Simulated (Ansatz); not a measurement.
# Ti2C(OH)2 MXene monolayer in a perpendicular field, part 2 of 3

What dipole does a perpendicular field induce in the Ti2C(OH)2 MXene monolayer? A positive field points along +c.

Ansatz 0.2.0; plane-wave DFT, PBE-D3(BJ), Ansatz PAW (the session's first sound run).

So far. Step 2 (Relaxation): The lattice constant a goes from 3.100 to 3.039 Å.

### 3. Single point, field 0

A sawtooth potential applies the field, turning back in the middle of the vacuum. With the dipole correction the typed value is the field outside the slab. The induced dipole is small, so the SCF threshold is tight.

The cell differs from the one that the last finished run ended in (c 44.203 → 24.781 Å).

input.yaml

```yaml
crystal:
  lattice:
    - [3.0387826988, 0.0, 0.0]
    - [-1.5193913494, 2.6316630137, 0.0]
    - [0.0, 0.0, 24.7814076119]
  atoms:
    - { symbol: H, position: [0.3333333333, 0.6666666667, 0.363175496] }
    - { symbol: O, position: [0.3333333333, 0.6666666667, 0.4024044842] }
    - { symbol: Ti, position: [0.6666666667, 0.3333333333, 0.4535403028] }
    - { symbol: C, position: [0.0, 0.0, 0.5] }
    - { symbol: Ti, position: [0.3333333333, 0.6666666667, 0.5464596972] }
    - { symbol: O, position: [0.6666666667, 0.3333333333, 0.5975955158] }
    - { symbol: H, position: [0.6666666667, 0.3333333333, 0.636824504] }
kpoints:
  mp_grid: { grid: [18, 18, 1] }
  band_path:
    path: [[0, 0, 0], [0.5, 0, 0], [0.33333333, 0.33333333, 0], [0, 0, 0]]
    npoints: 16
hamiltonian:
  xc: pbe
  dispersion: d3bj
scf:
  occupations: { method: fermi_dirac, width: 0.02585 }
  convergence: { dr2_threshold: 1.0e-10 }
efield:
  axis: 3
  dipole_correction: true
  ramp_position: 0.97
  ramp_width: 0.06
  amplitude: 0
output:
  dos: { projected: true, e_range: [-6, 5] }
  bader: true
  write_potential: true
  write_density: true
  volumetric_format: npy
  elf: true
```

Started as:

```sh
> ansatz run input.yaml --threads 4 --pin off --max-ram 6144MiB --backend cpu --events-out ev --progress --plain --runs-dir out
```

Numbers of over 12 decimals in the logs are rounded to 6 here.

What it wrote:

```text
[...]
Crystal: 7 atoms, lattice volume = 198.178 Å³
Basis set: ecut = 420 eV, 3851 PW (Γ)
Bands: 28, of which v1, the nominal top of the filled ones, is band 21 counted from 1 (20 counted from 0)
Symmetry: 6 space group operations
k-points: 37 of 324 (time reversal used)
[...]
SCF iter   1: F=—  HF=-6423.072729 eV  |F-HF|=—  |Δ(HF+E_count)|=         —  Δρ=3.49e-3  dr2=2.08e-1  ethr=1.77e-3  p=0.000 e·Å  D=2.12e-13 V/Å  ΔV_dip=-0.00 eV  dr2_dipole=1.11e-8  V_vac-E_F(+/−)=2.05/2.05 eV  ⟨swp⟩=6.2  Hψ=4775  notcnv=0  defer=1
efield: sawtooth ramp at fractional position 0.9700 (set: `efield.ramp_position`, or a place that a band, a saddle search or an elastic batch's reference lends), width 0.0600; the density the first Hamiltonian is built on has a dipole p = 0.000 e·Å; the dipole correction subtracts the counter field D = 2.12e-13 V/Å, which shifts the + side's vacuum level by -0.00 eV against the − side's; the planar-averaged density in the ramp window peaks in size at 1.5e-5 e/Å³
[...]
SCF iter   2: F=—  HF=-6423.079466 eV  |F-HF|=—  |Δ(HF+E_count)|=   6.74e-3  Δρ=4.51e-3  dr2=3.91e-1  ethr=4.96e-4  p=0.000 e·Å  D=9.57e-6 V/Å  ΔV_dip=-0.00 eV  dr2_dipole=4.60e-8  V_vac-E_F(+/−)=1.66/1.66 eV  ⟨swp⟩=2.7  Hψ=1872  notcnv=0  defer=53
[...]
SCF iter  13: F=-6423.052651 eV  HF=-6423.052651 eV  |F-HF|=6.64e-11  |Δ(HF+E_count)|=  7.39e-10  Δρ=5.87e-8  dr2=5.95e-12  ethr=1.00e-12  p=0.000 e·Å  D=6.86e-9 V/Å  ΔV_dip=-0.00 eV  dr2_dipole=4.22e-15  V_vac-E_F(+/−)=1.94/1.94 eV  ⟨swp⟩=8.7  Hψ=3198  notcnv=0
SCF 1 converged in 13 iterations: F = -6423.052651 eV  dr2 = 5.95e-12
[...]
NSCF: frozen V_eff on 49 k-points
efield: sawtooth ramp at fractional position 0.9700 (kept from the solve that this one continues, or follows in the run), width 0.0600; the density the first Hamiltonian is built on has a dipole p = 0.000 e·Å; the dipole correction subtracts the counter field D = 6.86e-9 V/Å, which shifts the + side's vacuum level by -0.00 eV against the − side's; the planar-averaged density in the ramp window peaks in size at 3.5e-6 e/Å³
WARN: The output density's exchange-correlation potential varies sharply where the density is thin. Do not read a vacuum level from v_tot or v_xc, or from such a field of the output density. On a cell that repeats whose density bears no net charge and no dipole along the vacuum's axis use v_es (v_loc + v_h of the components); under efield.dipole_correction with no amplitude use v_es + v_field, which holds any externa [...]
SCF converged after 13 iterations
Free energy (F): -6423.052651 eV
[...]
Internal energy: -6423.046966 eV  (E = F + TS)
E sigma→0 (E₀):  -6423.049808 eV
Entropy (-TS):   -0.005685 eV (-0.812 meV/atom)
Fermi energy:    2.329921 eV
Dipole field:    D = -0.000000 V/Å  (p = -0.000000 e·Å, saw-weighted, corrected)
Work function:   Φ+ = 1.9429 eV   Φ− = 1.9429 eV
Levels:          The Fermi level and band energies are counted from a zero that moves with the ramp; work functions are not
[...]
--- Band table (eV; the first three rows and the last of 37) ---
  k-point 0: bands = [... 17 lower, -1.9068, 0.1516, 0.1516, 2.0583, 2.3325, 2.4295, 2.4295, 2.5447, ... 3 higher]
  k-point 1: bands = [... 17 lower, -1.8094, -0.0191, 0.1022, 2.1000, 2.3461, 2.3969, 2.4954, 2.6343, ... 3 higher]
  k-point 2: bands = [... 17 lower, -1.6400, -0.4370, -0.0194, 2.1065, 2.2960, 2.4937, 2.6724, 2.8792, ... 3 higher]
  k-point 36: bands = [... 17 lower, -1.9602, -1.9602, -1.0148, 3.0825, 3.4131, 3.4131, 4.3348, 4.3348, ... 3 higher]
--- Bader charges: 7 sites ---
  site symbol  charge [e]  shift [e]
     0      H      0.5000     0.0016
     1      O     -1.2684     0.0017
     2     Ti      1.7278     0.0000
     3      C     -1.9187     0.0003
     4     Ti      1.7278     0.0000
     5      O     -1.2684     0.0017
     6      H      0.5000     0.0016
  estimated error of the sums over rays = 6.9e-4 e
```

Run time: 24 s. Hardware: 4 threads of Intel Xeon Platinum 8488C (Sapphire Rapids), shared host; peak memory 0.69 GiB.

Numbers from this step:

* energy at zero smearing: -6423.0498 eV
* work function, upper face: 1.943 eV
* dipole along the normal: -8.86e-8 e·Å

Running mean over a fixed 2.6 Å (it still follows the layers) of the planar mean; the ramp of the sawtooth is left out. Electron's electrostatic potential energy less the Fermi level against z:

```csv
z (Å),electron's electrostatic potential energy less the Fermi level (eV)
3.5,1.94
4.0,1.93
4.5,1.93
5.0,1.91
5.5,1.88
6.0,1.83
6.5,1.74
7.0,1.58
7.5,1.23
8.0,0.612
8.5,-0.289
9.0,-1.86
9.5,-3.59
10.0,-5.94
10.5,-7.79
11.0,-9.20
11.5,-9.85
12.0,-10.4
12.5,-10.6
13.0,-10.1
13.5,-9.66
14.0,-8.66
14.5,-7.07
15.0,-4.89
15.5,-2.78
16.0,-1.16
16.5,0.236
17.0,0.852
17.5,1.43
18.0,1.67
18.5,1.79
19.0,1.86
19.5,1.90
20.0,1.92
20.5,1.93
21.0,1.94
21.5,1.94
```

The density of states has structure finer than the step of the table below, so its rows give means over 0.25 eV, whole bins alone (the curve runs from -6 to 1.42 eV). Peaks (eV: height): -5.150: 23.9, -4.460: 8.49, -3.790: 4.03, -3.570: 6.57, -3.350: 20.9, 0.010: 4.81.

Density of states against energy, zero at the Fermi level; means over each step:

```csv
energy (eV),density of states (states/eV a cell)
-5.75,2.58
-5.50,3.93
-5.25,9.68
-5.00,3.08
-4.75,0.384
-4.50,4.13
-4.25,1.48
-4.00,1.81
-3.75,2.15
-3.50,5.12
-3.25,4.04
-3.00,1.59
-2.75,2.31
-2.50,0.897
-2.25,0.466
-2.00,0
-1.75,0.402
-1.50,0.698
-1.25,0.815
-1.00,0.941
-0.75,1.10
-0.50,1.48
-0.25,1.48
0.00,2.15
0.25,2.56
0.50,2.54
0.75,2.27
1.00,2.55
1.25,2.72
```

Projected DOS per atom over height of the atomic layer and energy from the Fermi level. Layers: H O Ti C Ti O H from below.

Ten even steps from '0' (0.00 states/eV) to '9' (2.96 states/eV), each cell a mean:
```
0030300
0020200
0020200
0020200
0010100
0020200
0010100
0010100
0010100
0000000
0000000
0001000
0013100
0012100
0039300
0013100
0012100
0115110
0100010
0910190
0600060
0300030
```
Columns: height of the atomic layer (Å) from 9 to 15.8 (not evenly spaced); rows upwards: energy from the Fermi level (eV) from -5.96 to 1.42.

The electronic bands at the labelled points (eV, zero at the Fermi level):

```csv
point,band 18,band 19,band 20,band 21,band 22,band 23,band 24,band 25
Γ,-4.24,-2.18,-2.18,-0.27,0.00,0.10,0.10,0.21
halfway,-3.96,-3.62,-2.64,-1.00,0.67,0.87,1.04,1.37
M,-4.68,-3.36,-2.67,-1.85,1.60,2.05,2.42,2.45
halfway,-4.52,-3.66,-3.35,-0.65,1.52,1.67,1.97,2.36
K,-4.29,-4.29,-3.34,0.75,1.08,1.08,2.00,2.00
halfway,-4.08,-3.59,-3.14,-0.31,0.04,1.11,1.48,1.68
Γ,-4.24,-2.18,-2.18,-0.27,0.00,0.10,0.10,0.21
```

Electrostatic potential energy in the ca plane at fractional y = 0.333, with atoms of Ti and O and H within 0.2 Å of it. With pseudopotentials it is smooth inside the atoms' cores, unlike the true potential.

Ten even steps from '0' (-36 eV) to '9' (4 eV), each cell a mean:
```
99999999863247998888778999999999999999999999
99999999730004899996102458999999999999999999
99999999720003899994000017999999999999999999
99999999730014899997103568999999999999999999
99999999974357998888889999999999999999999999
99999999998889887668999999999999999999999999
99999999999999886557999999999999999999999999
99999999988788887678999999999999999999999999
```
Columns run along c (16.0 Å, from fractional 0.29 to 0.94 of the cell; values clipped at the 3rd and 97th percentile), rows up along a (3.0 Å). Atoms in or near the plane, at fractional coordinates: Ti at (0.45, 0.67), O at (0.60, 0.67), H at (0.64, 0.67).

Valence density in the ca plane at fractional y = 0.333, with atoms of Ti and O and H within 0.2 Å of it. It is the smooth field of the valence electrons, not physical close to the nuclei.

Ten steps, logarithmic in the rise over the least value, from '0' (0.00 × 1e0 e/Å³) to '9' (9.79 × 1e0 e/Å³), each cell a mean:
```
00000000000000000000001223565333222355421000
00000000000000000000000126898522223588653100
00000000000000000000000137999622223689764200
00000000000000000000000125897422223578643100
00000000000000000000011223554333222344321000
00000000000000000000012332223333343222100000
00000000000000000000112332223344443211000000
00000000000000000000012332233333333222110000
```
Columns run along c (16.0 Å, from fractional 0.06 to 0.71 of the cell), rows up along a (3.0 Å). Atoms in or near the plane, at fractional coordinates: Ti at (0.45, 0.67), O at (0.60, 0.67), H at (0.64, 0.67).

ELF in the ca plane at fractional y = 0.333, with atoms of Ti and O and H within 0.2 Å of it. It is the smooth field of the valence electrons, not physical close to the nuclei.

Values, 5 rows by 16 columns, each cell a mean:
```
0.01 0.06 0.12 0.05 0.02 0.09 0.18 0.47 0.30 0.21 0.51 0.71 0.49 0.05 0.10 0.09
0.01 0.06 0.12 0.05 0.01 0.02 0.22 0.35 0.30 0.19 0.59 0.67 0.84 0.09 0.09 0.10
0.01 0.06 0.12 0.05 0.02 0.10 0.20 0.47 0.29 0.21 0.50 0.71 0.50 0.06 0.10 0.09
0.01 0.06 0.12 0.05 0.07 0.32 0.51 0.19 0.60 0.26 0.16 0.22 0.05 0.03 0.11 0.09
0.01 0.06 0.12 0.05 0.07 0.33 0.52 0.18 0.61 0.26 0.14 0.20 0.04 0.03 0.11 0.09
```
Columns run along c (16.0 Å, from fractional 0.15 to 0.80 of the cell), rows up along a (3.0 Å). Atoms in or near the plane, at fractional coordinates: Ti at (0.45, 0.67), O at (0.60, 0.67), H at (0.64, 0.67).

The work function of the upper face is 1.94 eV.

### 4. Single point, field 0.1 V/Å

Edit input.yaml of step 3 so:

```diff
@@ -29,6 +29,4 @@
   ramp_width: 0.06
-  amplitude: 0
+  amplitude: 0.1
 output:
-  dos: { projected: true, e_range: [-6, 5] }
-  bader: true
   write_potential: true
@@ -36,2 +34 @@
   volumetric_format: npy
-  elf: true
```

What it wrote:

```text
[...]
Crystal: 7 atoms, lattice volume = 198.178 Å³
Basis set: ecut = 420 eV, 3851 PW (Γ)
Bands: 28, of which v1, the nominal top of the filled ones, is band 21 counted from 1 (20 counted from 0)
Symmetry: 6 space group operations
k-points: 37 of 324 (time reversal used)
[...]
k-point 0: bands = [... 17 lower, -1.9154, 0.1430, 0.1430, 2.0493, 2.3244, 2.4209, 2.4209, 2.5388, ... 3 higher]
  k-point 1: bands = [... 17 lower, -1.8180, -0.0277, 0.0935, 2.0911, 2.3374, 2.3894, 2.4868, 2.6278, ... 3 higher]
  k-point 2: bands = [... 17 lower, -1.6487, -0.4456, -0.0280, 2.0980, 2.2871, 2.4868, 2.6638, 2.8716, ... 3 higher]
  k-point 36: bands = [... 17 lower, -1.9701, -1.9676, -1.0234, 3.0739, 3.4036, 3.4054, 4.3261, 4.3264, ... 3 higher]
[key lines of the parts left out:]
SCF converged after 30 iterations
Free energy (F): -6423.055585 eV
Fermi energy:    2.321464 eV
Dipole field:    D = 0.053594 V/Å  (p = 0.058696 e·Å, saw-weighted, corrected)
```

Wall time 12 s (4 threads); peak memory 0.67 GiB; 47 s of CPU time.

The dipole is 0.0587 e·Å.

### 5. Atoms held, field -0.1 V/Å

Edit input.yaml of step 4 so:

```diff
@@ -29,3 +29,3 @@
   ramp_width: 0.06
-  amplitude: 0.1
+  amplitude: -0.1
 output:
```

What it wrote:

```text
[...]
Crystal: 7 atoms, lattice volume = 198.178 Å³
Basis set: ecut = 420 eV, 3851 PW (Γ)
Bands: 28, of which v1, the nominal top of the filled ones, is band 21 counted from 1 (20 counted from 0)
Symmetry: 6 space group operations
k-points: 37 of 324 (time reversal used)
[...]
k-point 0: bands = [... 17 lower, -1.9154, 0.1430, 0.1430, 2.0493, 2.3244, 2.4209, 2.4209, 2.5388, ... 3 higher]
  k-point 1: bands = [... 17 lower, -1.8180, -0.0277, 0.0935, 2.0911, 2.3374, 2.3894, 2.4868, 2.6278, ... 3 higher]
  k-point 2: bands = [... 17 lower, -1.6487, -0.4456, -0.0280, 2.0980, 2.2871, 2.4868, 2.6638, 2.8716, ... 3 higher]
  k-point 36: bands = [... 17 lower, -1.9702, -1.9676, -1.0234, 3.0739, 3.4036, 3.4054, 4.3261, 4.3264, ... 3 higher]
[key lines of the parts left out:]
SCF converged after 32 iterations
Free energy (F): -6423.055585 eV
Fermi energy:    2.321449 eV
Dipole field:    D = -0.053600 V/Å  (p = -0.058703 e·Å, saw-weighted, corrected)
```

Wall time 14 s (4 threads); peak memory 0.67 GiB; 52 s of CPU time.

The dipole is -0.0587 e·Å.

### 6. Atoms held, field 0.5 V/Å

Edit input.yaml of step 5 so:

```diff
@@ -29,3 +29,3 @@
   ramp_width: 0.06
-  amplitude: -0.1
+  amplitude: 0.5
 output:
```

What it wrote:

```text
[...]
Crystal: 7 atoms, lattice volume = 198.178 Å³
Basis set: ecut = 420 eV, 3851 PW (Γ)
Bands: 28, of which v1, the nominal top of the filled ones, is band 21 counted from 1 (20 counted from 0)
Symmetry: 6 space group operations
k-points: 37 of 324 (time reversal used)
[...]
k-point 0: bands = [... 17 lower, -2.1205, -0.0637, -0.0637, 1.8323, 2.1276, 2.2136, 2.2136, 2.4140, ... 3 higher]
  k-point 1: bands = [... 17 lower, -2.0233, -0.2342, -0.1132, 1.8776, 2.1281, 2.2041, 2.2795, 2.4888, ... 3 higher]
  k-point 2: bands = [... 17 lower, -1.8544, -0.6518, -0.2348, 1.8937, 2.0738, 2.3194, 2.4565, 2.7032, ... 3 higher]
  k-point 36: bands = [... 17 lower, -2.1804, -2.1709, -1.2309, 2.8667, 3.1951, 3.2011, 4.1197, 4.1204, ... 3 higher]
[key lines of the parts left out:]
SCF converged after 35 iterations
Free energy (F): -6423.125372 eV
Fermi energy:    2.117680 eV
Dipole field:    D = 0.265288 V/Å  (p = 0.290544 e·Å, saw-weighted, corrected)
```

The job ended after 15 s (4 threads; peak memory 0.66 GiB).

The dipole is 0.291 e·Å.

### 7. Single point, field -0.3 V/Å

Edit input.yaml of step 6 so:

```diff
@@ -29,4 +29,6 @@
   ramp_width: 0.06
-  amplitude: 0.5
+  amplitude: -0.3
 output:
+  dos: { projected: true, e_range: [-6, 5] }
+  bader: true
   write_potential: true
@@ -34 +36,2 @@
   volumetric_format: npy
+  elf: true
```

What it wrote:

```text
[...]
Crystal: 7 atoms, lattice volume = 198.178 Å³
Basis set: ecut = 420 eV, 3851 PW (Γ)
Bands: 28, of which v1, the nominal top of the filled ones, is band 21 counted from 1 (20 counted from 0)
Symmetry: 6 space group operations
k-points: 37 of 324 (time reversal used)
[...]
k-point 36: bands = [... 17 lower, -2.0456, -2.0387, -1.0970, 3.0003, 3.3290, 3.3335, 4.2527, 4.2535, ... 3 higher]
--- Bader charges: 7 sites ---
  site symbol  charge [e]  shift [e]
     0      H      0.5139     0.0015
     1      O     -1.2660     0.0017
     2     Ti      1.7248     0.0000
     3      C     -1.9188     0.0003
     4     Ti      1.7306     0.0000
     5      O     -1.2704     0.0018
     6      H      0.4858     0.0016
  estimated error of the sums over rays = 6.6e-4 e
[key lines of the parts left out:]
SCF converged after 34 iterations
Free energy (F): -6423.079098 eV
Fermi energy:    2.249348 eV
Dipole field:    D = -0.161406 V/Å  (p = -0.176772 e·Å, saw-weighted, corrected)
```

Run time: 33 s. Hardware: 4 threads; peak memory 0.68 GiB.

The dipole is -0.177 e·Å.

### 8. Response, atoms held

This step: plane-wave DFT, PBE-D3(BJ), Ansatz PAW; response to a field along the normal, atoms held (Ansatz 0.2.0).

The dipoles give the slope, and the difference of two potentials shows where the field is screened.

Numbers from this step:

- equivalent conductor thickness p/(ε₀AE): 13.28 Å
- distance between the outer atoms: 6.781 Å

Dipole of the cell against applied field:

```csv
applied field (V/Å),dipole of the cell (e·Å)
-0.300,-0.177
-0.100,-0.0587
0.000,0
0.100,0.0587
0.500,0.291
```

Local field over the applied field, running mean. From the potentials at -0.1 and 0.1 V/Å; running mean over 2.5 Å. Local field over applied field against z:

z (Å), local field over applied field and a bar from the least value:
```
      4.5      0.907 ##############################
      5.0      0.850 ############################
      5.5      0.765 ##########################
      6.0      0.645 ######################
      6.5      0.489 ##################
      7.0      0.305 #############
      7.5      0.116 ########
      8.0     -0.038 ####
      8.5     -0.135 #
      9.0     -0.179 
      9.5     -0.177 
     10.0     -0.149 #
     10.5     -0.108 ##
     11.0     -0.076 ###
     11.5     -0.052 ####
     12.0     -0.033 ####
     12.5     -0.023 ####
     13.0     -0.042 ####
     13.5     -0.060 ###
     14.0     -0.090 ##
     14.5     -0.125 ##
     15.0     -0.164 
     15.5     -0.181 
     16.0     -0.168 
     16.5     -0.099 ##
     17.0      0.023 ######
     17.5      0.197 ##########
     18.0      0.388 ###############
     18.5      0.561 ####################
     19.0      0.702 ########################
     19.5      0.806 ###########################
     20.0      0.878 #############################
     20.5      0.925 ##############################
```

(Continued in part 3 of 3.)

[Logs are printed without paths, hosts, clocks, repeated set-up lines and the standing remarks that a program may print on its own settings, such as how far it seeks lower states.]

[Hosts, paths, dates, database ids (printed as entryN), source tags and the programs' standing remarks are cut or masked in the printed files.]

[Maps of the electrostatic potential energy from Ansatz leave out the sawtooth potential of an applied field or a dipole correction, so their vacuum need not be flat; planar profiles and work functions include it.]
